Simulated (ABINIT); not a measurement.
# Quasiparticle gap of GaAs (F-43m) in ABINIT

Wanted: ground state, empty states, screening and self-energy for GaAs (F-43m).

Main program and level: ABINIT 10.8.3; PBE and many-body steps on it, plane waves.

**Experimental background.**

- Gap 1.51 eV: band-edge emission energy from PL (direct gap at Gamma); photoluminescence, 633 nm excitation; 77 K; bulk crystal (MBE GaAs matrix around a thin InAs wetting layer on semi-insulating GaAs (100)) (“Photoluminescence of InAs/GaAs quantum dots under direct two-photon excitation”, 2020, pmc:7331710).

- Gap 1.412 ± 0.01 eV: direct gap E0 at Gamma from ellipsometry; variable-angle spectroscopic ellipsometry, parametric critical-point fit; 300 K; bulk crystal (semi-insulating GaAs(001) reference substrate with native oxide) (“Evidence of valence band perturbations in GaAsN/GaAs(001): A combined variable-angle spectroscopic ellipsometry and modulated photoreflectance investigation”, 2008, arxiv:0805.2212).

- Gap 1.418 ± 0.005 eV: direct gap E0 at Gamma from PR; modulated photoreflectance, low-field lineshape fit; 300 K; bulk crystal (semi-insulating GaAs(001) reference substrate) (“Evidence of valence band perturbations in GaAsN/GaAs(001): A combined variable-angle spectroscopic ellipsometry and modulated photoreflectance investigation”, 2008, arxiv:0805.2212).

- Gap 1.42 eV: fundamental direct gap E0 at Gamma, seen as sharp points in Psi and Delta; spectroscopic ellipsometry; 300 K; bulk crystal (semi-insulating GaAs (100) substrate) (“Ellipsometric study of the Electronic Structure of GaMnAs and LT-GaAs”, 2004, arxiv:cond-mat/0404304).

Report form: the programs' logs are mostly left out.

## (1) Starting point

Symmetry: F-43m, No. 216, cubic system. Conventional cell: a = 5.654 Å, b = 5.654 Å, c = 5.654 Å, α = 90.00°, β = 90.00°, γ = 90.00°. Nearest to Ga lie 4 As at 2.45 Å. As has 4 Ga at 2.45 Å nearest. Farther neighbours are not listed.

The cell and positions come from the Crystallography Open Database and are kept as given unless a step says otherwise.

## (2) Ground state

This step: ABINIT 10.8.3; DFT, PBE, plane waves, norm-conserving pseudopotentials.

The ground-state density comes first.

run.abi reads:

```
acell 3*1.0 Angstrom
rprim 
  0.000000000000 2.826850000000 2.826850000000
  2.826850000000 0.000000000000 2.826850000000
  2.826850000000 2.826850000000 0.000000000000
ntypat 2
znucl 31 33
natom 2
typat 1 2
xred 
  0.000000000000 0.000000000000 0.000000000000
  0.250000000000 0.250000000000 0.250000000000
pp_dirpath "pseudos"
pseudos "Ga.upf, As.upf"
ecut 45
ngkpt 6 6 6
nshiftk 1
shiftk 0 0 0
kptopt 1
chksymbreak 0
nband 27
occopt 1
tolvrs 1e-10
nstep 60
prtwf 0
optforces 0
optstress 0
indata_prefix "in"
outdata_prefix "out"
tmpdata_prefix "tmp"
```

Launch:

```
OMP_NUM_THREADS=1 mpirun -n 4 abinit run.abi > log
```

The job ended after 20 s (4 MPI ranks of Arm Neoverse V2, shared host; peak memory 0.35 GiB; 79 s of CPU time).

This step gave:

```
total energy               : -15063.8764 eV
gap                        : 0.5078 eV
k of the valence top       : 0, 0, 0
k of the conduction bottom : 0, 0, 0
least direct gap           : 0.5078 eV
```

The gap is direct, at Γ.

## (3) Bands along the symmetry lines

The cheap functional maps the bands first; the places of the edges decide which points the dearer methods must see.

run.abi reads:

```
acell 3*1.0 Angstrom
rprim 
  0.000000000000 2.826850000000 2.826850000000
  2.826850000000 0.000000000000 2.826850000000
  2.826850000000 2.826850000000 0.000000000000
ntypat 2
znucl 31 33
natom 2
typat 1 2
xred 
  0.000000000000 0.000000000000 0.000000000000
  0.250000000000 0.250000000000 0.250000000000
pp_dirpath "pseudos"
pseudos "Ga.upf, As.upf"
ecut 45
iscf -2
irdden 1
kptopt 0
nkpt 50
kpt 
  0.00000000 0.00000000 0.00000000
  -0.06250000 -0.06250000 0.00000000
  -0.12500000 -0.12500000 0.00000000
  -0.18750000 -0.18750000 0.00000000
  -0.25000000 -0.25000000 0.00000000
  -0.31250000 -0.31250000 0.00000000
  -0.37500000 -0.37500000 0.00000000
  -0.43750000 -0.43750000 0.00000000
  -0.50000000 -0.50000000 0.00000000
  -0.48437500 -0.48437500 0.03125000
  -0.46875000 -0.46875000 0.06250000
  -0.45312500 -0.45312500 0.09375000
  -0.43750000 -0.43750000 0.12500000
  -0.42187500 -0.42187500 0.15625000
  -0.40625000 -0.40625000 0.18750000
  -0.39062500 -0.39062500 0.21875000
  -0.37500000 -0.37500000 0.25000000
  -0.37500000 0.00000000 0.37500000
  -0.32812500 0.00000000 0.32812500
  -0.28125000 0.00000000 0.28125000
  -0.23437500 0.00000000 0.23437500
  -0.18750000 0.00000000 0.18750000
  -0.14062500 0.00000000 0.14062500
  -0.09375000 0.00000000 0.09375000
  -0.04687500 0.00000000 0.04687500
  0.00000000 0.00000000 0.00000000
  0.00000000 0.00000000 0.06250000
  0.00000000 0.00000000 0.12500000
  0.00000000 0.00000000 0.18750000
  0.00000000 0.00000000 0.25000000
  0.00000000 0.00000000 0.31250000
  0.00000000 0.00000000 0.37500000
  0.00000000 0.00000000 0.43750000
  -0.00000000 -0.00000000 0.50000000
  -0.06250000 -0.03125000 0.46875000
  -0.12500000 -0.06250000 0.43750000
  -0.18750000 -0.09375000 0.40625000
  -0.25000000 -0.12500000 0.37500000
  -0.31250000 -0.15625000 0.34375000
  -0.37500000 -0.18750000 0.31250000
  -0.43750000 -0.21875000 0.28125000
  -0.50000000 -0.25000000 0.25000000
  -0.50000000 -0.28125000 0.21875000
  -0.50000000 -0.31250000 0.18750000
  -0.50000000 -0.34375000 0.15625000
  -0.50000000 -0.37500000 0.12500000
  -0.50000000 -0.40625000 0.09375000
  -0.50000000 -0.43750000 0.06250000
  -0.50000000 -0.46875000 0.03125000
  -0.50000000 -0.50000000 0.00000000
istwfk *1
nband 29
nbdbuf 2
tolwfr 1e-08
nstep 40
prtwf 0
prtvol 0
indata_prefix "in"
outdata_prefix "out"
tmpdata_prefix "tmp"
```

The job ended after 23 s (4 MPI ranks; peak memory 0.36 GiB; 93 s of CPU time).

Numbers from this step:

```yaml
gap: 0.5078 eV
k_of_the_valence_top: 0, 0, 0
k_of_the_conduction_bottom: 0, 0, 0
least_direct_gap: 0.5078 eV
```

The gap is 0.508 eV, as in the run before at this level.

Electronic bands along the path, in eV, zero at the top of the highest filled band:

| point | band 19 | band 20 | band 21 | band 22 | band 23 | band 24 | band 25 | band 26 |
| --- | --- | --- | --- | --- | --- | --- | --- | --- |
| Γ | -12.73 | 0.00 | 0.00 | 0.00 | 0.51 | 3.74 | 3.74 | 3.74 |
| halfway | -11.80 | -4.09 | -1.69 | -1.69 | 1.99 | 3.27 | 6.62 | 6.62 |
| X | -10.23 | -6.82 | -2.68 | -2.68 | 1.47 | 1.66 | 10.18 | 10.18 |
| halfway | -10.22 | -6.77 | -3.20 | -2.57 | 1.66 | 2.57 | 9.21 | 9.43 |
| U | -10.27 | -6.63 | -3.86 | -2.26 | 1.97 | 4.64 | 7.96 | 8.07 |
| jump to K | -10.27 | -6.63 | -3.86 | -2.26 | 1.97 | 4.64 | 7.96 | 8.07 |
| halfway | -11.72 | -4.56 | -2.44 | -0.68 | 2.68 | 4.77 | 4.81 | 5.65 |
| Γ | -12.73 | 0.00 | 0.00 | 0.00 | 0.51 | 3.74 | 3.74 | 3.74 |
| halfway | -12.04 | -4.14 | -0.68 | -0.68 | 1.45 | 4.60 | 4.60 | 5.96 |
| L | -10.97 | -6.64 | -1.14 | -1.14 | 1.00 | 4.65 | 4.65 | 7.76 |
| halfway | -10.63 | -6.49 | -3.22 | -1.94 | 3.03 | 4.18 | 6.35 | 7.70 |
| W | -10.17 | -6.63 | -3.53 | -3.34 | 4.62 | 4.73 | 5.42 | 6.05 |
| halfway | -10.20 | -6.73 | -3.14 | -3.04 | 2.56 | 2.76 | 8.15 | 8.36 |
| X | -10.23 | -6.82 | -2.68 | -2.68 | 1.47 | 1.66 | 10.18 | 10.18 |

## (4) Empty states on the mesh, 4×4×4 mesh, 60 bands

The sums over transitions need many empty states on a uniform mesh; this step solves for them.

run.abi reads:

```
acell 3*1.0 Angstrom
rprim 
  0.000000000000 2.826850000000 2.826850000000
  2.826850000000 0.000000000000 2.826850000000
  2.826850000000 2.826850000000 0.000000000000
ntypat 2
znucl 31 33
natom 2
typat 1 2
xred 
  0.000000000000 0.000000000000 0.000000000000
  0.250000000000 0.250000000000 0.250000000000
pp_dirpath "pseudos"
pseudos "Ga.upf, As.upf"
ecut 45
ngkpt 4 4 4
nshiftk 1
shiftk 0 0 0
kptopt 1
chksymbreak 0
iscf -2
irdden 1
istwfk *1
nband 60
nbdbuf 4
tolwfr 1e-09
nstep 60
prtvol 0
indata_prefix "in"
outdata_prefix "out"
tmpdata_prefix "tmp"
```

Elapsed: 13 s, on 4 MPI ranks; peak memory 0.3 GiB; 52 s of CPU time.

This step gave:

```yaml
gap: 0.5078 eV
k_of_the_valence_top: 0, 0, 0
k_of_the_conduction_bottom: 0, 0, 0
least_direct_gap: 0.5078 eV
k_points_computed: 8
lowest_point_of_the_top_converged_band_above_the_valence_top: 39.62 eV
```

On this mesh the gap is 0.508 eV.

## (5) Screening, 4×4×4 mesh, 56 bands, screening to 108.8 eV

The RPA dielectric matrix is built and inverted for each q.

This step: RPA screening on PBE, plane waves, norm-conserving pseudopotentials.

Edit run.abi of step 4 so:

```diff
@@ -20,10 +20,11 @@
 chksymbreak 0
-iscf -2
-irdden 1
 istwfk *1
-nband 60
-nbdbuf 4
-tolwfr 1e-09
-nstep 60
-prtvol 0
+occopt 1
+irdwfk 1
+optdriver 3
+nband 56
+ecuteps 4
+inclvkb 2
+awtr 1
+symchi 1
 indata_prefix "in"
```

It took 16 s on 4 MPI ranks; peak memory 0.81 GiB.

Numbers from this step:

```yaml
eps_infinity_with_local_fields_on_this_mesh_along_the_program_s_q_direction: 139.8
the_same_without_local_fields: 149.5
plasma_frequency: 36.65 eV
plane_waves_in_the_screening_matrix: 113
```

Local fields lower ε∞ by 7 %. The value itself is an artefact of the mesh, where one narrow direct gap carries too much weight.

## (6) Self-energy, 4×4×4 mesh, 56 bands, screening to 108.8 eV

The self-energy is evaluated for the states that the input lists, and the levels follow from it, in one-shot runs by the linearised quasiparticle equation.

This step: G0W0 on PBE, plane waves, norm-conserving pseudopotentials.

Edit run.abi of step 5 so:

```diff
@@ -23,8 +23,15 @@
 irdwfk 1
-optdriver 3
+optdriver 4
 nband 56
+gwcalctyp 0
+ecutsigx 45
+symsigma 1
+nkptgw 1
+kptgw 
+  0.0000000000 0.0000000000 0.0000000000
+bdgw 
+  20 26
 ecuteps 4
-inclvkb 2
-awtr 1
-symchi 1
+irdscr 1
+ppmodel 1
 indata_prefix "in"
```

Wall time 3.6 s (4 MPI ranks); peak memory 0.66 GiB.

Numbers from this step:

```
G0W0 gap on the points computed              : 1.171 eV
starting gap on the mesh                     : 0.5078 eV
k of the valence top                         : 0, 0, 0
k of the conduction bottom                   : 0, 0, 0
Z at the valence top                         : 0.797
Z at the conduction bottom                   : 0.802
least direct G0W0 gap on the computed points : 1.171 eV
```

The gap on the mesh goes from 0.51 eV to 1.17 eV, a correction of +0.66 eV.

Limits: finite bands, cutoff and mesh; no spin-orbit coupling; coarse k mesh. v1 is the top filled band, c1 the lowest empty one. Levels before and after the correction, in eV, zero at the valence-band top of each column:

|  | conduction bottom | valence top |
| --- | --- | --- |
| Kohn-Sham | 0.51 | 0.00 |
| G0W0 | 1.17 | 0.00 |

|  | level | energy (eV) |
| --- | --- | --- |
| Kohn-Sham | Γ v3-v1 | 0.000 |
| Kohn-Sham | Γ c1 | 0.508 |
| Kohn-Sham | Γ c2-c4 | 3.737 |
| G0W0 | Γ v3-v1 | 0.000 |
| G0W0 | Γ c1 | 1.171 |
| G0W0 | Γ c2-c4 | 4.230 |

## (7) Where the time went

Times are wall times on 4 MPI ranks of Arm Neoverse V2, shared host, good to a factor of about two.

| step | time | share | memory (GiB) |
| --- | --- | --- | --- |
| ground state | 20 s | 26 % | 0.35 |
| bands along the symmetry lines | 23 s | 31 % | 0.36 |
| empty states on the mesh | 13 s | 17 % | 0.3 |
| screening | 16 s | 21 % | 0.81 |
| self-energy | 3.6 s | 5 % | 0.66 |

## (8) Results

- PBE gap: 0.51 eV, direct
- G0W0 gap on the mesh: 1.17 eV
- GW settings: 4×4×4 mesh, 56 bands, screening to 108.8 eV, Godby-Needs plasmon pole
- known limits: not at the basis limit; screening runs away on this mesh; no spin-orbit coupling; coarse k mesh

What this shows: G0W0 moves the gap on the mesh from 0.51 eV to 1.17 eV (+0.66 eV), with Z of 0.80 and 0.80 at the edges. Local fields lower the RPA ε∞ on this mesh from 149.53 to 139.77; a Γ-centred mesh this coarse tends to raise both, most where the direct gap is narrow, while a short band sum lowers them. Only 1 of the mesh's irreducible points was corrected, so a valley elsewhere could overtake. Against experiment, by G0W0@PBE: the direct gap of 1.17 eV lies −0.34 eV from the measured 1.51 eV (exciton, 77 K, 2020); the direct gap of 1.17 eV lies −0.24 eV from the measured 1.412 ± 0.01 eV (direct, 300 K, 2008); the direct gap of 1.17 eV lies −0.25 eV from the measured 1.418 ± 0.005 eV (direct, 300 K, 2008); the direct gap of 1.17 eV lies −0.25 eV from the measured 1.42 eV (direct, 300 K, 2004). An exciton line or allowed optical edge lies below the quasiparticle gap by the binding energy; a forbidden edge can push the onset above it. The calculation has static nuclei and no excitons; a measured gap holds zero-point and thermal motion, which mostly lowers it. Bands and cutoff are finite, so the gap is not at the basis limit. The miss can reach some tenths of an eV and take either sign; the mesh is an error of its own. In the G0W0 run levels were corrected at 1 k point alone, so a gap called «on the mesh» is the least over those, and an edge elsewhere would be missed. The 4×4×4 mesh is coarse for this cell, which bears on the long-range parts of exchange and screening. On this mesh the RPA ε∞ passes 90, more than nearly any semiconductor shows; a coarse mesh does this where one point with a narrow direct gap carries much weight. The screening is then too strong, and the G0W0 gap should not be taken as the material's. The many-body steps are scalar-relativistic: spin-orbit coupling is not in them.

[Paths, hosts, dates, memory and timing lines, banners, echoed tables and standing remarks are left out of the program output.]

[Logs are printed without paths, hosts, clocks, repeated set-up lines and the standing remarks that a program may print on its own settings, such as how far it seeks lower states.]

[Runs of the session that timed out or met a known fault of the program may be left out.]

[Hosts, paths, dates, database ids (printed as entryN), source tags and the programs' standing remarks are cut or masked in the printed files.]

[G0W0 gaps are taken among the corrected bands and points alone; a level outside them can change the order at an edge.]

[Where Ansatz stands beside ABINIT at settings called matched, ABINIT's density can come from a denser mesh and the files from another edition; pairs whose starting gaps differed by over 0.03 eV were left out, so agreement reads better than it is.]
